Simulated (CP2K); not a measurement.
Two runs for the O K edge of 2-mercaptofuran. Run A: CP2K XAS_TDP, all-electron GAPW, PBEh(45%), aug-cc-pVDZ, TDA, no relativity. Run B differs in one setting.

First lines with a strength over 0.0015. A:

```tsv
atom	energy (eV)	states	strength, one atom
O6 (bonded to 2 C)	530.97	1	0.0265
	533.00	1	0.0180
	534.04	1	0.0041
	534.33	1	0.0085
	534.64	1	0.0095
```

B:

```tsv
atom	energy (eV)	states	strength, one atom
O6 (bonded to 2 C)	535.33	1	0.0263
	537.36	1	0.0179
	538.39	1	0.0041
	538.68	1	0.0084
	538.99	1	0.0094
```

Question: Which was it: the functional, GW2X switched on, scalar relativity switched on, the basis?

GW2X switched on. GW2X shifts an atom's lines together and keeps their spacings. Against PBEh(45%) in aug-cc-pVDZ, the leading line moves by +4.36 eV, to 535.33 eV.

[Banner, clock and machine lines of the logs are left out without a mark of their own.]

[Logs are printed without paths, hosts, clocks, repeated set-up lines and the standing remarks that a program may print on its own settings, such as how far it seeks lower states.]

[Hosts, paths, dates, database ids (printed as entryN), source tags and the programs' standing remarks are cut or masked in the printed files.]
